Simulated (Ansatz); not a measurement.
## Li2SnCl6: complex band structure

A new crystal, Li2SnCl6: structure, gap and complex bands. It is built by putting Li for K in the K2SnCl6 structure of space group Fm-3m, with the volume rescaled by atomic radii. The parent structure comes from the Materials Project.

Calculated with Ansatz 0.2.0; r2SCAN DFT, plane waves, PAW files, in the first sound run; inputs show where later runs differ.

The structure was built from a prototype and need not be the compound's stable phase.

**1. The structure**

It takes space group Fm-3m (No. 225, cubic). The conventional cell has a = 9.110 Å, b = 9.110 Å, c = 9.110 Å, α = 90.00°, β = 90.00°, γ = 90.00°. Nearest to Li lie 12 Cl at 3.22 Å. Nearest to Sn lie 6 Cl at 2.22 Å. Nearest to Cl lie 1 Sn at 2.22 Å. It derives from K2SnCl6. Li for K in the K2SnCl6 structure of space group Fm-3m. Farther neighbours and most contacts between anions are not listed.

**2. Cell and atoms at rest**

The substituted atoms don't fit the parent's cell, so cell and atoms relax together. A small smearing keeps the run stable in case the gap closes on the way.

The input, input.yaml:

```yaml
crystal:
  lattice:
    - [0.0, 4.5550729879, 4.5550729879]
    - [4.5550729879, 0.0, 4.5550729879]
    - [4.5550729879, 4.5550729879, 0.0]
  atoms:
    - { symbol: Li, position: [0.75, 0.75, 0.75] }
    - { symbol: Li, position: [0.25, 0.25, 0.25] }
    - { symbol: Sn, position: [0.0, 0.0, 0.0] }
    - { symbol: Cl, position: [0.75648445, 0.75648445, 0.24351555] }
    - { symbol: Cl, position: [0.75648445, 0.24351555, 0.75648445] }
    - { symbol: Cl, position: [0.24351555, 0.75648445, 0.24351555] }
    - { symbol: Cl, position: [0.24351555, 0.24351555, 0.75648445] }
    - { symbol: Cl, position: [0.24351555, 0.75648445, 0.75648445] }
    - { symbol: Cl, position: [0.75648445, 0.24351555, 0.24351555] }
kpoints:
  mp_grid: { grid: [4, 4, 4] }
scf:
  occupations: { method: gaussian, width: 0.03 }
hamiltonian:
  xc: r2scan
output:
  forces: true
  stress: true
relax:
  f_tol: 0.02
  max_steps: 60
  cell: {}
```

Command:

```bash
$ ansatz run input.yaml --threads 2 --pin off --max-ram 4096MiB --backend cpu --events-out ev --progress --plain --runs-dir out
```

Numbers of over 12 decimals in the logs are rounded to 6 here.

What it wrote:

```text
Engine: ansatz 0.2.0, x86_64-unknown-linux-gnu
Pseudopotentials: kind: paw
Pseudopotential: Li, paw, valence charge 3, recommended cutoff 500 eV (meta_gga), Li.paw.azcp
Pseudopotential: Sn, paw, valence charge 14, recommended cutoff 500 eV (meta_gga), Sn.paw.azcp
Pseudopotential: Cl, paw, valence charge 7, recommended cutoff 500 eV (meta_gga), Cl.paw.azcp
Functional definition: r2SCAN
  parameter k0 = 0.174
  parameter k1 = 0.065
  parameter a1 = 4.9479
  exchange = r2scan_x(k0 = k0, k1 = k1, a1 = a1)
  correlation = r2scan_c
Crystal: 9 atoms, lattice volume = 189.024 Å³
Basis set: ecut = 500 eV, 4813 PW (Γ), exchange–correlation on 192×192×192 points (64 copies of the dense FFT grid, shifted against one another)
Bands: 40, of which v1, the nominal top of the filled ones, is band 31 counted from 1 (30 counted from 0)
Symmetry: 48 space group operations
Space group: Fm-3m (ITA 225), of the structure as read, at distance tolerance 5.7e-5 Å
k-points: 8 of 64
Non-local potential: Li, projectors of the file, l = 0: 3, l = 1: 2, l = 2: 1
Non-local potential: Sn, projectors of the file, l = 0: 2, l = 1: 2, l = 2: 2, l = 3: 2
Non-local potential: Cl, projectors of the file, l = 0: 2, l = 1: 2, l = 2: 2
PAW form: soft (Blöchl's): semilocal exchange-correlation on the pseudo side does not see the compensation charge
PAW frozen core: Sn, regenerated for the run's functional (the file was generated under x = pbe(κ = 0.804, μ = 0.219515), c = pbe(β = 0.066725))
PAW frozen core: Cl, regenerated for the run's functional (the file was generated under x = pbe(κ = 0.804, μ = 0.219515), c = pbe(β = 0.066725))
PAW one-centre angular grid: Li, 302 points (default); XC on 327 of its mesh's 2665 points in the sphere
PAW one-centre angular grid: Sn, 590 points (default); XC on 249 of its mesh's 2787 points in the sphere
PAW one-centre angular grid: Cl, 302 points (default); XC on 160 Gauss nodes
Initial density: superposition of atomic densities (neutral atoms: chi_scale 0, normalization atom), corrected by the library's trained network
Initial wavefunctions: pseudopotential atomic-orbital guess
Functional: x = r2scan, c = r2scan; τ floored in thin density (d = 2e-4 eV/Å³)
SCF iter   1: F=—  HF=-12959.517893 eV  |F-HF|=—  |Δ(HF+E_count)|=         —  Δρ=5.25e-3  dr2=2.46e-2  dr2_τ=8.23e-2  ethr=1.77e-3  ⟨swp⟩=8.6  Hψ=1738  notcnv=0  defer=1
preconditioner: auto → Resta (q_TF=auto, 2.266 Å⁻¹)  ε∞=3.1  [insulator: Δε(μ)=3.915 eV  Ē_g=13.049 eV  σ=0.030 eV  W_gap=1.00  n_scr=26 (ndim 8)  ℏωp=18.7 eV  f_vac=0.033  D(μ)=0.00/eV (n_scr^D=0)  ε∞_Penn≈3.1]
SCF iter   2: F=—  HF=-12959.628314 eV  |F-HF|=—  |Δ(HF+E_count)|=   1.10e-1  Δρ=3.17e-3  dr2=1.01e-2  dr2_τ=2.45e-4  ethr=3.96e-5  ⟨swp⟩=2.1  Hψ=621  notcnv=0  defer=32
SCF iter   3: F=—  HF=-12959.627025 eV  |F-HF|=—  |Δ(HF+E_count)|=   1.29e-3  Δρ=5.09e-4  dr2=4.07e-4  dr2_τ=1.47e-4  ethr=1.63e-5  ⟨swp⟩=3.1  Hψ=577  notcnv=0  defer=8
automatic band count: iteration 3 solves 37 bands in place of 40: the levels show a gap, and the empty bands left out lie too high to hold charge; the band table lists the bands solved (type scf.n_extra_bands for more)
SCF iter   4: F=—  HF=-12959.626958 eV  |F-HF|=—  |Δ(HF+E_count)|=   6.71e-5  Δρ=1.67e-4  dr2=4.47e-5  dr2_τ=3.23e-6  ethr=6.57e-7  ⟨swp⟩=2.2  Hψ=500  notcnv=0  defer=8
SCF iter   5: F=—  HF=-12959.626867 eV  |F-HF|=—  |Δ(HF+E_count)|=   9.02e-5  Δρ=3.81e-5  dr2=5.67e-6  dr2_τ=1.70e-7  ethr=7.20e-8  ⟨swp⟩=2.4  Hψ=539  notcnv=0  defer=8
SCF iter   6: F=—  HF=-12959.626869 eV  |F-HF|=—  |Δ(HF+E_count)|=   1.49e-6  Δρ=1.40e-5  dr2=6.69e-7  dr2_τ=1.11e-8  ethr=9.15e-9  ⟨swp⟩=2.0  Hψ=519  notcnv=0  defer=8
SCF iter   7: F=-12959.626869 eV  HF=-12959.626869 eV  |F-HF|=1.33e-8  |Δ(HF+E_count)|=   9.38e-8  Δρ=4.08e-6  dr2=3.25e-8  dr2_τ=1.78e-9  ethr=1.61e-10  ⟨swp⟩=5.0  Hψ=1140  notcnv=0
SCF 1 converged in 7 iterations: F = -12959.626869 eV  dr2 = 3.25e-8
  greatest PAW one-centre occupation: 0.999 electrons in one spin orbital (limit 2), on the Li atom at site 1 (counted from 0), in its partial waves of l = 0
relax step   1: F+E_penalty+E_count = -12959.62686886 eV  Δ(F+E_penalty+E_count) = +0.000e0 eV  max|allowed force component| = 3.938e0 eV/Å  Δτ_max = 0.0000 Å  P = +17.823 GPa  Ω = 189.024 Å³  (7 SCF iters, dr2 threshold 1.00e-7 eV, accepted)
Crystal: 9 atoms, lattice volume = 218.741 Å³
Basis set: ecut = 500 eV, 5601 PW (Γ), exchange–correlation on 192×192×192 points (64 copies of the dense FFT grid, shifted against one another)
Initial density: handed on by an earlier stage of this run
Initial wavefunctions: those handed on with the density
iter 1 solved again at ethr=1.10e-3 eV; its pass at ethr=3.10e-3 eV (dr2=6.79e-1 eV) is discarded
SCF iter   1: F=—  HF=-12960.664338 eV  |F-HF|=—  |Δ(HF+E_count)|=         —  Δρ=1.12e-2  dr2=6.77e-1  dr2_τ=1.54e0  ethr=1.10e-3  ⟨swp⟩=1.0  Hψ=1771  notcnv=0
automatic band count: iteration 1 solves 36 bands in place of 40: the levels show a gap, and the empty bands left out lie too high to hold charge; the band table lists the bands solved (type scf.n_extra_bands for more)
preconditioner: auto → Resta (q_TF=auto, 2.211 Å⁻¹)  ε∞=3.5  [insulator: Δε(μ)=2.677 eV  Ē_g=10.971 eV  σ=0.030 eV  W_gap=1.00  n_scr=50 (ndim 8)  ℏωp=17.4 eV  f_vac=0.106  D(μ)=0.00/eV (n_scr^D=0)  ε∞_Penn≈3.5]
SCF iter   2: F=—  HF=-12961.998184 eV  |F-HF|=—  |Δ(HF+E_count)|=    1.33e0  Δρ=4.95e-3  dr2=5.63e-2  dr2_τ=4.41e-3  ethr=1.09e-3  ⟨swp⟩=3.8  Hψ=615  notcnv=0  defer=1
SCF iter   3: F=—  HF=-12961.984028 eV  |F-HF|=—  |Δ(HF+E_count)|=   1.42e-2  Δρ=2.02e-3  dr2=9.45e-3  dr2_τ=4.26e-4  ethr=9.08e-5  ⟨swp⟩=3.1  Hψ=522  notcnv=0  defer=8
SCF iter   4: F=—  HF=-12961.983636 eV  |F-HF|=—  |Δ(HF+E_count)|=   3.91e-4  Δρ=3.83e-4  dr2=3.68e-4  dr2_τ=2.13e-5  ethr=1.52e-5  ⟨swp⟩=2.6  Hψ=527  notcnv=0  defer=8
SCF iter   5: F=—  HF=-12961.983703 eV  |F-HF|=—  |Δ(HF+E_count)|=   6.62e-5  Δρ=7.45e-5  dr2=1.74e-5  dr2_τ=1.13e-6  ethr=5.94e-7  ⟨swp⟩=2.5  Hψ=499  notcnv=0  defer=8
SCF iter   6: F=—  HF=-12961.983713 eV  |F-HF|=—  |Δ(HF+E_count)|=   1.03e-5  Δρ=2.59e-5  dr2=1.84e-6  dr2_τ=4.58e-8  ethr=2.81e-8  ⟨swp⟩=2.0  Hψ=521  notcnv=0  defer=8
SCF iter   7: F=-12961.983714 eV  HF=-12961.983714 eV  |F-HF|=2.98e-8  |Δ(HF+E_count)|=   7.31e-7  Δρ=4.60e-6  dr2=6.19e-8  dr2_τ=2.04e-9  ethr=1.45e-9  ⟨swp⟩=5.0  Hψ=1073  notcnv=0
SCF 2 converged in 7 iterations: F = -12961.983714 eV  dr2 = 6.19e-8
[...]
SCF iter   2: F=—  HF=-12962.037796 eV  |F-HF|=—  |Δ(HF+E_count)|=    1.69e0  Δρ=3.77e-3  dr2=4.69e-2  dr2_τ=1.40e-3  ethr=1.80e-4  ⟨swp⟩=4.8  Hψ=625  notcnv=0
SCF iter   3: F=—  HF=-12962.031776 eV  |F-HF|=—  |Δ(HF+E_count)|=   6.02e-3  Δρ=1.40e-3  dr2=6.41e-3  dr2_τ=4.91e-4  ethr=7.56e-5  ⟨swp⟩=3.5  Hψ=558  notcnv=0  defer=8
SCF iter   4: F=—  HF=-12962.032674 eV  |F-HF|=—  |Δ(HF+E_count)|=   8.98e-4  Δρ=3.57e-4  dr2=1.00e-3  dr2_τ=3.11e-5  ethr=1.03e-5  ⟨swp⟩=3.0  Hψ=553  notcnv=0  defer=8
SCF iter   5: F=—  HF=-12962.032963 eV  |F-HF|=—  |Δ(HF+E_count)|=   2.89e-4  Δρ=1.62e-4  dr2=9.06e-5  dr2_τ=3.67e-6  ethr=1.62e-6  ⟨swp⟩=2.0  Hψ=514  notcnv=0  defer=8
SCF iter   6: F=—  HF=-12962.032908 eV  |F-HF|=—  |Δ(HF+E_count)|=   5.50e-5  Δρ=2.00e-5  dr2=1.39e-6  dr2_τ=7.27e-8  ethr=1.46e-7  ⟨swp⟩=2.0  Hψ=422  notcnv=0  defer=8
SCF iter   7: F=-12962.032910 eV  HF=-12962.032910 eV  |F-HF|=1.92e-8  |Δ(HF+E_count)|=   1.88e-6  Δρ=8.56e-6  dr2=1.79e-7  dr2_τ=9.18e-9  ethr=1.45e-9  ⟨swp⟩=5.1  Hψ=1156  notcnv=0
SCF 3 converged in 7 iterations: F = -12962.032910 eV  dr2 = 1.79e-7
relax step   3: F+E_penalty+E_count = -12962.03291015 eV  Δ(F+E_penalty+E_count) = -4.920e-2 eV  max|allowed force component| = 2.429e-1 eV/Å  Δτ_max = 0.1205 Å  P = -0.381 GPa  Ω = 250.684 Å³  energy of the carried Pulay correction = -5.908e-3 eV  (7 SCF iters, dr2 threshold 9.00e-7 eV, accepted)
[...]
relax step   4: F+E_penalty+E_count = -12962.09766488 eV  Δ(F+E_penalty+E_count) = -6.475e-2 eV  max|allowed force component| = 2.122e-2 eV/Å  Δτ_max = 0.0435 Å  P = -0.259 GPa  Ω = 238.647 Å³  energy of the carried Pulay correction = -4.887e-3 eV  (6 SCF iters, dr2 threshold 9.00e-7 eV, accepted)
[...]
relax step   5: F+E_penalty+E_count = -12962.10206476 eV  Δ(F+E_penalty+E_count) = -4.400e-3 eV  max|allowed force component| = 2.684e-2 eV/Å  Δτ_max = 0.0144 Å  P = -0.013 GPa  Ω = 233.862 Å³  energy of the carried Pulay correction = -4.465e-3 eV  (6 SCF iters, dr2 threshold 1.68e-7 eV, accepted)
[...]
relax step   6: F+E_penalty+E_count = -12962.10225773 eV  Δ(F+E_penalty+E_count) = -1.930e-4 eV  max|allowed force component| = 6.761e-3 eV/Å  Δτ_max = 0.0033 Å  P = +0.028 GPa  Ω = 234.347 Å³  energy of the carried Pulay correction = -4.508e-3 eV  (5 SCF iters, dr2 threshold 4.50e-8 eV, accepted)
Basis set: ecut = 500 eV, 5961 PW (Γ), exchange–correlation on 216×216×216 points (64 copies of the dense FFT grid, shifted against one another)
Initial wavefunctions: pseudopotential atomic-orbital guess (no wavefunctions were taken with the density)
iter 1 solved again at ethr=3.44e-7 eV; its pass at ethr=3.10e-3 eV (dr2=2.13e-4 eV) is discarded
SCF iter   1: F=—  HF=-12962.105209 eV  |F-HF|=—  |Δ(HF+E_count)|=         —  Δρ=2.44e-4  dr2=3.13e-5  dr2_τ=3.46e-5  ethr=3.44e-7  ⟨swp⟩=3.0  Hψ=2497  notcnv=0
preconditioner: auto → Resta (q_TF=auto, 2.186 Å⁻¹)  ε∞=3.0  [insulator: Δε(μ)=2.854 eV  Ē_g=11.985 eV  σ=0.030 eV  W_gap=1.00  n_scr=50 (ndim 8)  ℏωp=16.8 eV  f_vac=0.122  D(μ)=0.00/eV (n_scr^D=0)  ε∞_Penn≈3.0]
SCF iter   2: F=—  HF=-12962.107200 eV  |F-HF|=—  |Δ(HF+E_count)|=   1.99e-3  Δρ=1.20e-4  dr2=3.25e-6  dr2_τ=1.67e-5  ethr=5.05e-8  ⟨swp⟩=2.6  Hψ=689  notcnv=0
SCF iter   3: F=—  HF=-12962.107178 eV  |F-HF|=—  |Δ(HF+E_count)|=   2.14e-5  Δρ=5.60e-5  dr2=1.30e-6  dr2_τ=3.18e-6  ethr=5.24e-9  ⟨swp⟩=2.4  Hψ=636  notcnv=0
SCF iter   4: F=—  HF=-12962.107185 eV  |F-HF|=—  |Δ(HF+E_count)|=   6.67e-6  Δρ=1.01e-5  dr2=4.94e-7  dr2_τ=3.68e-8  ethr=2.10e-9  ⟨swp⟩=2.0  Hψ=572  notcnv=0
SCF iter   5: F=—  HF=-12962.107185 eV  |F-HF|=—  |Δ(HF+E_count)|=   3.12e-7  Δρ=3.62e-6  dr2=1.01e-7  dr2_τ=2.43e-9  ethr=7.97e-10  ⟨swp⟩=2.4  Hψ=483  notcnv=0
SCF iter   6: F=—  HF=-12962.107185 eV  |F-HF|=—  |Δ(HF+E_count)|=   3.19e-8  Δρ=9.23e-7  dr2=6.74e-9  dr2_τ=1.22e-10  ethr=1.64e-10  ⟨swp⟩=2.2  Hψ=475  notcnv=0
SCF iter   7: F=-12962.107185 eV  HF=-12962.107185 eV  |F-HF|=5.28e-11  |Δ(HF+E_count)|=   2.98e-9  Δρ=1.58e-7  dr2=7.55e-11  dr2_τ=5.05e-12  ethr=1.00e-12  ⟨swp⟩=4.1  Hψ=1436  notcnv=0
SCF 7 converged in 7 iterations: F = -12962.107185 eV  dr2 = 7.55e-11
relax step   7: F+E_penalty+E_count = -12962.10718520 eV  Δ(F+E_penalty+E_count) = -4.927e-3 eV  max|allowed force component| = 5.740e-3 eV/Å  Δτ_max = 0.0000 Å  P = +0.031 GPa  Ω = 234.347 Å³  stress off target by 3.06e-2 GPa  SCF on the basis re-selected at this cell (its energy is not comparable with the rows above)  (7 SCF iters)
basis re-selected at this cell: Δ(F+E_penalty+E_count) = -4.927e-3 eV, ΔP = +0.002 GPa vs the last step (what re-selecting the basis moved, of the pressure what is left beyond the Pulay correction that the steps carried, after the strain that the cell walked since its last selection, with what the two solves' SCF thresholds leave and, on support functions, any second-order correction that the steps lacked; it is no measure of the basis error at this ecutwfc). The dense FFT grid was sized anew with the basis: this SCF ran on 54×54×54 points, the steps before it on 48×48×48, so part of this shift can come from that change (see relax.cell in the input reference). [rest of the remark cut]
SCF converged after 7 iterations
Free energy (F): -12962.107185 eV
Harris-Foulkes:  -12962.107185 eV  (|F-HF|=5.28e-11)
Internal energy: -12962.107185 eV  (E = F + TS)
E sigma→0 (E₀):  -12962.107185 eV
Fermi energy:    2.506108 eV
--- Per-component energies (eV) ---
  E_band       = -565.501851
  E_kinetic    = 1192.775132
  E_local      = -3745.977706  (includes V_loc(G=0)·N_el)
  E_nonlocal   = 73.012159
  E_hartree    = 1591.612304
  E_xc         = -1016.330635
  E_vxc        = -938.109777  (∫ρ·V_xc dr)
  E_paw        = -8211.209863  (= ΣΔE_a)
  E_vpaw       = -381.612195  (= ΣTr[D̂ρ^β])
  E_aug_tail   = 0.000021  (compensation charges beyond the density's cutoff)
  E_vtau       = 51.185847  (kinetic-family band-sum trace: ∫τ·v_τ [+ j·A + Jᵃ·Aᵃ] dr)
  E_ewald      = -2845.905477
  E_core_change = -0.083121  (= ΣΔE_core)
  E_smearing   = -0.000000  (= −TS)
  E_closure    = 0.000000  (closes the sum)
  Σ components = -12962.107185   (vs F -12962.107185, Δ=0.00e0)
--- Forces (eV/Å), atoms counted from 1 ---
  atom   1  Li    -0.00000000    -0.00000000    -0.00000000
  atom   2  Li     0.00000000     0.00000000     0.00000000
  atom   3  Sn    -0.00000000     0.00000000    -0.00000000
  atom   4  Cl     0.00000000     0.00000000    -0.00574028
  atom   5  Cl    -0.00000000    -0.00574028    -0.00000000
  atom   6  Cl     0.00000000     0.00574028     0.00000000
  atom   7  Cl    -0.00000000    -0.00000000     0.00574028
  atom   8  Cl    -0.00574028    -0.00000000    -0.00000000
  atom   9  Cl     0.00574028     0.00000000     0.00000000
  max |Σ_I F_I| component: 2.60e-18 eV/Å
--- Stress (GPa, compression-positive) ---
        0.030573      -0.000000      -0.000000
       -0.000000       0.030573      -0.000000
       -0.000000      -0.000000       0.030573
  P = ⅓ Tr σ = 0.0306 GPa (0.306 kbar)
--- Relaxed structure (6 steps of the walk, 6 accepted, 1 SCFs on fresh bases) ---
  F+E_penalty+E_count = -12962.10718520 eV   max|allowed force component| = 5.740e-3 eV/Å   (the final SCF, on the basis selected at the relaxed cell)
  cell:  # Å, volume = 234.3473 Å³
    - [0, 4.893392, 4.893392]
    - [4.893392, 0, 4.893392]
    - [4.893392, 4.893392, 0]
  atoms:
    - { symbol: Li, position: [0.750000, 0.750000, 0.750000] }
    - { symbol: Li, position: [0.250000, 0.250000, 0.250000] }
    - { symbol: Sn, position: [2.031110931289009e-18, -1.0155554656445051e-18, -6.770369770963333e-19] }
    - { symbol: Cl, position: [0.751796, 0.751796, 0.248204] }
    - { symbol: Cl, position: [0.751796, 0.248204, 0.751796] }
    - { symbol: Cl, position: [0.248204, 0.751796, 0.248204] }
    - { symbol: Cl, position: [0.248204, 0.248204, 0.751796] }
    - { symbol: Cl, position: [0.248204, 0.751796, 0.751796] }
    - { symbol: Cl, position: [0.751796, 0.248204, 0.248204] }
```

Run time: 33 s. Hardware: 2 threads of Intel Xeon Platinum 8488C (Sapphire Rapids), shared host; peak memory 1.3 GiB; 62 s of CPU time.

Step by step:

```
step  energy less that of the first step (eV)  largest force component (eV/Å)  pressure (GPa)  volume (Å³)
   1                                   0.0000                          3.9375           17.82       189.02
   2                                  -2.3568                          0.4812            0.60       218.74
   3                                  -2.4060                          0.2429           -0.38       250.68
   4                                  -2.4708                          0.0212           -0.26       238.65
   5                                  -2.4752                          0.0268           -0.01       233.86
   6                                  -2.4754                          0.0068            0.03       234.35
  7*                                  -2.4803                          0.0057            0.03       234.35
```

Relaxation steps marked * repeat the geometry before them on a plane-wave basis chosen anew for their cell, so energy and pressure can jump there.

The run keeps the 48 symmetry operations that it works with, so distortions that break them were not tested.

```
conventional cell, symmetrised  before  after   change
                         a (Å)   9.110  9.787   +7.4 %
                         b (Å)   9.110  9.787   +7.4 %
                         c (Å)   9.110  9.787   +7.4 %
              volume (Å³/atom)   21.00  26.04  +24.0 %
```

The atoms that moved most (Å, as changes of fractional coordinates times the final cell):

| atom | dx | dy | dz | length |
| --- | --- | --- | --- | --- |
| Cl8 | -0.046 | 0.000 | 0.000 | 0.046 |
| Cl4 | 0.000 | 0.000 | -0.046 | 0.046 |
| Cl5 | 0.000 | -0.046 | 0.000 | 0.046 |
| Cl9 | 0.046 | 0.000 | 0.000 | 0.046 |
| Cl6 | 0.000 | 0.046 | 0.000 | 0.046 |
| Cl7 | 0.000 | 0.000 | 0.046 | 0.046 |

This step gave:

* free energy: -12962.1072 eV
* Fermi energy: 2.506 eV
* pressure: 0.03057 GPa

The largest force component on a free atom ends at 0.0057 eV/Å.

**3. Band edges**

The energy window and the wavevectors of the next steps follow from the band edges, so these are searched first, off the mesh as well.

The input, input.yaml:

```yaml
crystal:
  lattice:
    - [0.0, 4.8933915677, 4.8933915677]
    - [4.8933915677, 0.0, 4.8933915677]
    - [4.8933915677, 4.8933915677, 0.0]
  atoms:
    - { symbol: Li, position: [0.75, 0.75, 0.75] }
    - { symbol: Li, position: [0.25, 0.25, 0.25] }
    - { symbol: Sn, position: [0.0, 0.0, 0.0] }
    - { symbol: Cl, position: [0.7517963545, 0.7517963545, 0.2482036455] }
    - { symbol: Cl, position: [0.7517963545, 0.2482036455, 0.7517963545] }
    - { symbol: Cl, position: [0.2482036455, 0.7517963545, 0.2482036455] }
    - { symbol: Cl, position: [0.2482036455, 0.2482036455, 0.7517963545] }
    - { symbol: Cl, position: [0.2482036455, 0.7517963545, 0.7517963545] }
    - { symbol: Cl, position: [0.7517963545, 0.2482036455, 0.2482036455] }
kpoints:
  mp_grid: { grid: [4, 4, 4] }
  band_path: { path: [VBM, CBM], npoints: 30 }
scf:
  occupations: { method: fixed }
hamiltonian:
  xc: r2scan
output:
  eigenvalues: true
  write_potential: true
  write_density: true
  volumetric_format: npy
```

What it wrote:

```text
[...]
Crystal: 9 atoms, lattice volume = 234.347 Å³
Basis set: ecut = 500 eV, 5961 PW (Γ), exchange–correlation on 216×216×216 points (64 copies of the dense FFT grid, shifted against one another)
Bands: 40, of which v1, the nominal top of the filled ones, is band 31 counted from 1 (30 counted from 0)
Symmetry: 48 space group operations
[...]
k-points: 8 of 64
[...]
SCF iter   1: F=—  HF=-12962.055341 eV  |F-HF|=—  |Δ(HF+E_count)|=         —  Δρ=4.98e-3  dr2=3.69e-2  dr2_τ=3.49e-2  ethr=1.77e-3  ⟨swp⟩=4.2  Hψ=1255  notcnv=0  defer=52
[...]
SCF iter   7: F=-12962.107185 eV  HF=-12962.107185 eV  |F-HF|=1.13e-9  |Δ(HF+E_count)|=   9.42e-8  Δρ=2.22e-6  dr2=1.97e-8  dr2_τ=9.75e-10  ethr=1.61e-10  ⟨swp⟩=13.1  Hψ=1632  notcnv=0
SCF 1 converged in 7 iterations: F = -12962.107185 eV  dr2 = 1.97e-8
[...]
NSCF: frozen V_eff on 16 k-points
[...]
SCF converged after 7 iterations
Free energy (F): -12962.107185 eV
[...]
Internal energy: -12962.107185 eV  (E = F + TS)
E sigma→0 (E₀):  -12962.107185 eV
Fermi energy:    1.078873 eV
[...]
--- Band table (eV; the first three rows and the last of 8) ---
  k-point 0: bands = [... 27 lower, 0.4444, 1.0789, 1.0789, 1.0789, 3.9330, 5.8836, 6.6141, 8.4092, ... 5 higher]
  k-point 1: bands = [... 27 lower, 0.5078, 0.9050, 0.9050, 0.9455, 4.4476, 6.3903, 6.9961, 8.1937, ... 5 higher]
  k-point 2: bands = [... 27 lower, 0.5616, 0.7118, 0.7708, 0.7708, 4.9731, 7.3948, 7.4436, 7.8839, ... 5 higher]
  k-point 7: bands = [... 27 lower, 0.2428, 0.4145, 0.7056, 0.7056, 5.3097, 8.0116, 8.0116, 8.3469, ... 5 higher]
```

Elapsed: 24 s, on 2 threads; peak memory 1.1 GiB; 46 s of CPU time.

The column dr2 measures how far the density is from self-consistency, as an energy; F and HF (Harris–Foulkes) agree once it is small.

This step gave:

```yaml
fermi_energy: 1.079 eV
gap_on_the_k_mesh: 2.854 eV
gap_on_path: 2.854 eV, by band count; negative where bands overlap
direct_gap_on_path: 2.854 eV
edge_places_on_path: 0, 0 1/A along the path
```

Levels at VBM (eV): -6.57, -3.55, -3.55, -3.55, -2.50, -2.50, -2.50, -0.85, -0.85, -0.85, -0.65, -0.65, -0.63, -0.63, -0.63, 0.00, 0.00, 0.00, 2.85, 4.80, 5.54, 7.33, 7.33, 7.33.

The searched edges give 2.85 eV, as on the mesh.

(Continued in part 2 of 3.)

[Logs are printed without paths, hosts, clocks, repeated set-up lines and the standing remarks that a program may print on its own settings, such as how far it seeks lower states.]

[Hosts, paths, dates, database ids (printed as entryN), source tags and the programs' standing remarks are cut or masked in the printed files.]
